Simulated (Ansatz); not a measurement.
# Preparing SrICl (Pnma) as a host crystal, part 2 of 2

Before any defect goes in: SrICl (Pnma) at rest, and how it screens a charge.

Ansatz 0.2.0; plane-wave PAW DFT, PBEsol; relaxation of the host's cell and atoms (the session's first sound run).

So far: The starting structure; Host cell relaxation. The relaxed cell has a, b, c = 8.156, 4.680, 9.348 Å (conventional setting).

## Step 3: Dielectric tensors of the host

The response to a uniform electric field gives the electronic dielectric tensor.

This step: plane-wave PAW DFPT, PBEsol; dielectric tensors, Born charges and zone-centre modes of the host (Ansatz 0.2.0).

eps/input.yaml reads:

```yaml
crystal:
  lattice:
    - [8.1559173775, 0.0, 0.0]
    - [0.0, 4.6800113356, 0.0]
    - [0.0, 0.0, 9.3476740748]
  atoms:
    - { symbol: Sr, position: [0.2147335183, 0.25, 0.1211009248] }
    - { symbol: Sr, position: [0.7852664817, 0.75, 0.8788990752] }
    - { symbol: Sr, position: [0.2852664817, 0.75, 0.6211009248] }
    - { symbol: Sr, position: [0.7147335183, 0.25, 0.3788990752] }
    - { symbol: I, position: [-0.0254274575, 0.25, 0.6684873816] }
    - { symbol: I, position: [1.0254274575, 0.75, 0.3315126184] }
    - { symbol: I, position: [0.5254274575, 0.75, 0.1684873816] }
    - { symbol: I, position: [0.4745725425, 0.25, 0.8315126184] }
    - { symbol: Cl, position: [0.3555133195, 0.25, 0.4347487102] }
    - { symbol: Cl, position: [0.6444866805, 0.75, 0.5652512898] }
    - { symbol: Cl, position: [0.1444866805, 0.75, 0.9347487102] }
    - { symbol: Cl, position: [0.8555133195, 0.25, 0.0652512898] }
basis:
  ecutwfc: 420
hamiltonian:
  xc: pbesol
kpoints:
  mp_grid: { grid: [3, 5, 3] }
scf:
  occupations: { method: fixed }
  max_iter: 100
phonons:
  method: dfpt
  dielectric: true
  rigid_motions: translations
```

Launch:

```
> ansatz run input.yaml --threads 8 --pin off --max-ram 14131MiB --backend cpu --events-out ev --progress --plain --runs-dir out
```

Numbers of over 12 decimals in the logs are rounded to 6 here.

Log:

```text
[...]
Crystal: 12 atoms, lattice volume = 356.799 Å³
Basis set: ecut = 420 eV, 6987 PW (Γ), exchange–correlation on 120×64×128 points (8 copies of the dense FFT grid, shifted against one another)
Bands: 82, of which v1, the nominal top of the filled ones, is band 68 counted from 1 (67 counted from 0)
Symmetry: 8 space group operations
k-points: 23 of 45 (irreducible under 1 space group operation, time reversal used)
[...]
SCF iter   1: F=—  HF=-47966.811716 eV  |F-HF|=—  |Δ(HF+E_count)|=         —  Δρ=3.32e-3  dr2=5.54e-2  ethr=1.77e-3  ⟨swp⟩=8.8  Hψ=8281  notcnv=0  defer=260
[...]
SCF iter   9: F=-47966.800334 eV  HF=-47966.800334 eV  |F-HF|=7.28e-12  |Δ(HF+E_count)|=  8.00e-11  Δρ=1.01e-7  dr2=4.04e-11  ethr=1.00e-12  ⟨swp⟩=26.0  Hψ=18494  notcnv=0
SCF 1 converged in 9 iterations: F = -47966.800334 eV  dr2 = 4.04e-11
[...]
NSCF: frozen V_eff on 7 k-points
[...]
DFPT response loops at q = (0, 0, 0) (fractional): preconditioner auto → Resta (q_TF=auto, 2.323 Å⁻¹)  ε∞=4.1 (no band partly filled); β = 1.00, the filter's whole step (`scf.mixing.beta` (0.50) is not read by the response loops at its default; [...]
DFPT response loops at Γ: preconditioner auto → Resta (q_TF=auto, 2.323 Å⁻¹)  ε∞=4.1 (no band partly filled); β = 1.00, the filter's whole step (`scf.mixing.beta` (0.50) is not read by the response loops at its default; [...]
── the response to a field inside a basis, on 6×8×4 k-points: an SCF that follows is theirs, and a resumed run solves both again ──
Bands: 69, of which v1, the nominal top of the filled ones, is band 68 counted from 1 (67 counted from 0)
k-points: 24 of 192
[...]
Eigensolver: Dense (24 Hₖ)
SCF iter   1: F=—  HF=-47966.458507 eV  |F-HF|=—  |Δ(HF+E_count)|=         —  Δρ=4.15e-4  dr2=2.34e-4  ethr=1.00e-1
[...]
SCF iter   5: F=-47966.458538 eV  HF=-47966.458538 eV  |F-HF|=3.43e-9  |Δ(HF+E_count)|=   1.85e-7  Δρ=9.40e-7  dr2=3.91e-9  ethr=9.56e-11
SCF 1 converged in 5 iterations: F = -47966.458538 eV  dr2 = 3.91e-9
[...]
SCF converged after 9 iterations
Free energy (F): -47966.800334 eV
[...]
Internal energy: -47966.800334 eV  (E = F + TS)
E sigma→0 (E₀):  -47966.800334 eV
Fermi energy:    6.135645 eV
[...]
--- Band table (eV; the first three rows and the last of 23) ---
[...]
[... further k-points left out ...]
--- Phonons (Γ-DFPT): 9 representative perturbations + reference (Σ response iterations 44) ---
  k mesh reduced under 1 symmetry operation, with k and −k counted as one. Each operation leaves every solved perturbation unchanged. A smaller set is not considered because the run solves the response to a homogeneous field
  ASR residual: 5.095e-5 → 0.000e0 eV/Å²; symmetrization residual: 1.210e-5 eV/Å²
  ASR residual per site (eV/Å²): 4.84e-5 4.84e-5 4.84e-5 4.84e-5 5.10e-5 5.10e-5 5.10e-5 5.10e-5 1.49e-5 1.49e-5 1.49e-5 1.49e-5
  Γ frequencies (cm⁻¹): 0.00 0.00 0.00 61.27 62.03 63.35 63.70 63.75 64.90 67.57 72.63 75.55 80.87 83.27 85.82 87.95 88.81 89.98 90.65 96.64 99.55 103.17 115.03 130.26 138.39 144.93 150.34 152.46 154.16 154.82 169.17 170.35 172.09 172.24 173.63 184.22
  ε∞ (high-frequency dielectric tensor):
        4.160711     0.000000     0.000000
        0.000000     4.192236     0.000000
        0.000000     0.000000     4.156153
  ε⁰ (static dielectric tensor: ions relaxed, cell fixed):
       10.261986     0.000000     0.000000
        0.000000    10.048465    -0.000000
        0.000000    -0.000000    10.871534
  ε⁰ − ε∞ (ionic part):
        6.101275     0.000000     0.000000
        0.000000     5.856229    -0.000000
        0.000000    -0.000000     6.715381
  softest optical mode at Γ: 61.27 cm⁻¹; the repairs (sum rule, projections) moved no ω² at Γ by more than (1.89 cm⁻¹)²
  Born effective charges Z* (e; rows j = field, columns β = displacement):
    site 0:
         2.67089   -0.00000   -0.09534
         0.00000    2.71373    0.00000
        -0.05827   -0.00000    2.59867
    site 1:
         2.67089    0.00000   -0.09534
         0.00000    2.71373    0.00000
        -0.05827    0.00000    2.59867
    site 2:
         2.67089    0.00000    0.09534
        -0.00000    2.71373    0.00000
         0.05827    0.00000    2.59867
    site 3:
         2.67089    0.00000    0.09534
        -0.00000    2.71373    0.00000
         0.05827    0.00000    2.59867
    site 4:
        -1.26240    0.00000    0.11176
         0.00000   -1.30908    0.00000
         0.13690    0.00000   -1.03588
    site 5:
        -1.26240    0.00000    0.11176
         0.00000   -1.30908    0.00000
         0.13690    0.00000   -1.03588
    site 6:
        -1.26240    0.00000   -0.11176
         0.00000   -1.30908   -0.00000
        -0.13690    0.00000   -1.03588
    site 7:
        -1.26240    0.00000   -0.11176
         0.00000   -1.30908    0.00000
        -0.13690    0.00000   -1.03588
    site 8:
        -1.40849   -0.00000    0.09965
        -0.00000   -1.40465   -0.00000
         0.11438   -0.00000   -1.56279
    site 9:
        -1.40849   -0.00000    0.09965
        -0.00000   -1.40465   -0.00000
         0.11438   -0.00000   -1.56279
    site 10:
        -1.40849   -0.00000   -0.09965
        -0.00000   -1.40465   -0.00000
        -0.11438   -0.00000   -1.56279
    site 11:
        -1.40849   -0.00000   -0.09965
         0.00000   -1.40465   -0.00000
        -0.11438   -0.00000   -1.56279
  Z* charge neutrality: 2.754e-2 e pre-enforcement
  solved inside a basis spanned on kpoints, on 6×8×4 k-points, taken by the longest dipole's decay: ε∞ is read to err by 1.7e-2, Z* by 1.1e-1 e (field_mesh: kpoints solves on kpoints); Z* is corrected for what the basis lacks
  optical modes at Γ without the LO–TO term, one row a degenerate level:
      ω (cm⁻¹)  modes    IR ((D/Å)²/amu)
         61.27      1             0.0740
         62.03      1             0.0000
         63.35      1             0.3564
         63.70      1             0.0000
         63.75      1             0.0000
         64.90      1             0.0000
         67.57      1             0.0000
         72.63      1             0.0000
         75.55      1             0.0000
         80.87      1             0.0000
         83.27      1             3.2673
         85.82      1             0.0000
         87.95      1             0.0000
         88.81      1             3.8591
         89.98      1             0.0000
         90.65      1             4.8749
         96.64      1             0.0000
         99.55      1             1.4419
        103.17      1             1.8506
        115.03      1             0.0000
        130.26      1             0.0000
        138.39      1             4.9533
        144.93      1             6.3681
        150.34      1             0.0000
        152.46      1             0.0000
        154.16      1             0.0000
        154.82      1             9.2637
        169.17      1             0.0000
        170.35      1             0.0000
        172.09      1             3.8742
        172.24      1             0.0000
        173.63      1             0.0000
        184.22      1             2.1378
  optical modes at Γ + LO–TO along q̂ = [1.0000, 0.0000, 0.0000]:
      ω (cm⁻¹)  modes    IR ((D/Å)²/amu)
         61.53      1             0.0067
         62.03      1             0.0000
         63.35      1             0.3564
         63.70      1             0.0000
         63.75      1             0.0000
         64.90      1             0.0000
         67.57      1             0.0000
         72.63      1             0.0000
         75.55      1             0.0000
         80.87      1             0.0000
         83.27      1             3.2673
         85.82      1             0.0000
         87.95      1             0.0000
         89.98      1             0.0000
         90.65      1             4.8749
         95.50      1             0.0988
         96.64      1             0.0000
        103.17      1             1.8506
        110.58      1             0.8627
        115.03      1             0.0000
        130.26      1             0.0000
        138.39      1             4.9533
        150.34      1             0.0000
        152.46      1             0.0000
        154.16      1             0.0000
        154.82      1             9.2637
        169.17      1             0.0000
        169.24      1             2.4392
        170.35      1             0.0000
        172.09      1             3.8742
        172.24      1             0.0000
        173.63      1             0.0000
        206.54      1            10.4736
  optical modes at Γ + LO–TO along q̂ = [0.0000, 1.0000, 0.0000]:
      ω (cm⁻¹)  modes    IR ((D/Å)²/amu)
         61.27      1             0.0740
         62.03      1             0.0000
         63.35      1             0.3564
         63.70      1             0.0000
         63.75      1             0.0000
         64.90      1             0.0000
         67.57      1             0.0000
         72.63      1             0.0000
         75.55      1             0.0000
         80.87      1             0.0000
         83.27      1             3.2673
         85.82      1             0.0000
         87.95      1             0.0000
         88.81      1             3.8591
         89.98      1             0.0000
         96.64      1             0.0000
         99.55      1             1.4419
        103.17      1             1.8506
        107.62      1             1.0013
        115.03      1             0.0000
        130.26      1             0.0000
        138.39      1             4.9533
        144.93      1             6.3681
        150.34      1             0.0000
        152.46      1             0.0000
        154.16      1             0.0000
        169.17      1             0.0000
        170.35      1             0.0000
        172.09      1             3.8742
        172.24      1             0.0000
        173.63      1             0.0000
        184.22      1             2.1378
        201.90      1            13.1373
  optical modes at Γ + LO–TO along q̂ = [0.0000, 0.0000, 1.0000]:
      ω (cm⁻¹)  modes    IR ((D/Å)²/amu)
         61.27      1             0.0740
         62.03      1             0.0000
         63.70      1             0.0000
         63.75      1             0.0000
         64.41      1             0.0242
         64.90      1             0.0000
         67.57      1             0.0000
         72.63      1             0.0000
         75.55      1             0.0000
         80.87      1             0.0000
         85.82      1             0.0000
         87.95      1             0.0000
         88.81      1             3.8591
         89.98      1             0.0000
         90.65      1             4.8749
         92.07      1             0.2633
         96.64      1             0.0000
         99.55      1             1.4419
        111.57      1             0.6014
        115.03      1             0.0000
        130.26      1             0.0000
        144.93      1             6.3681
        150.34      1             0.0000
        152.46      1             0.0000
        154.16      1             0.0000
        154.77      1             1.3493
        154.82      1             9.2637
        169.17      1             0.0000
        170.35      1             0.0000
        172.24      1             0.0000
        173.63      1             0.0000
        184.22      1             2.1378
        204.69      1            12.0637
```

Elapsed: 3 min, on 8 threads of Intel Xeon Platinum 8375C at 2.90GHz (Ice Lake), shared host; peak memory 6.6 GiB.

Electronic dielectric tensor:

```
4.16 0.00 0.00
0.00 4.19 0.00
0.00 0.00 4.16
```

Static dielectric tensor:

```
10.26  0.00  0.00
 0.00 10.05  0.00
 0.00  0.00 10.87
```

The principal values of the electronic dielectric tensor are 4.16, 4.16 and 4.19. The principal values of the static dielectric tensor are 10.05, 10.26 and 10.87.

## Step 4: Summary of results

```yaml
primitive_cell_vectors_lengths: 8.156, 4.680, 9.348 Å
electronic_dielectric_constant: principal values (4.16, 4.16, 4.19)
static_dielectric_constant: principal values (10.05, 10.26, 10.87)
gap_on_the_k_mesh_of_the_response_run_pbesol: 3.61 eV
```

In words: First to last step the energy falls by 0.440 eV, across changes of basis; the largest move, 0.24 Å, is that of Sr3 and 3 other atoms alike. The k-mesh can miss the band edges, so this gap is an upper bound at this level. All at zero temperature.

[Logs are printed without paths, hosts, clocks, repeated set-up lines and the standing remarks that a program may print on its own settings, such as how far it seeks lower states.]

[Hosts, paths, dates, database ids (printed as entryN), source tags and the programs' standing remarks are cut or masked in the printed files.]

[Runs of the host that timed out are not shown.]

[For some hosts the program warned that the k-mesh of the response run may be too coarse for force constants and the static dielectric constant; such warnings are not always shown.]
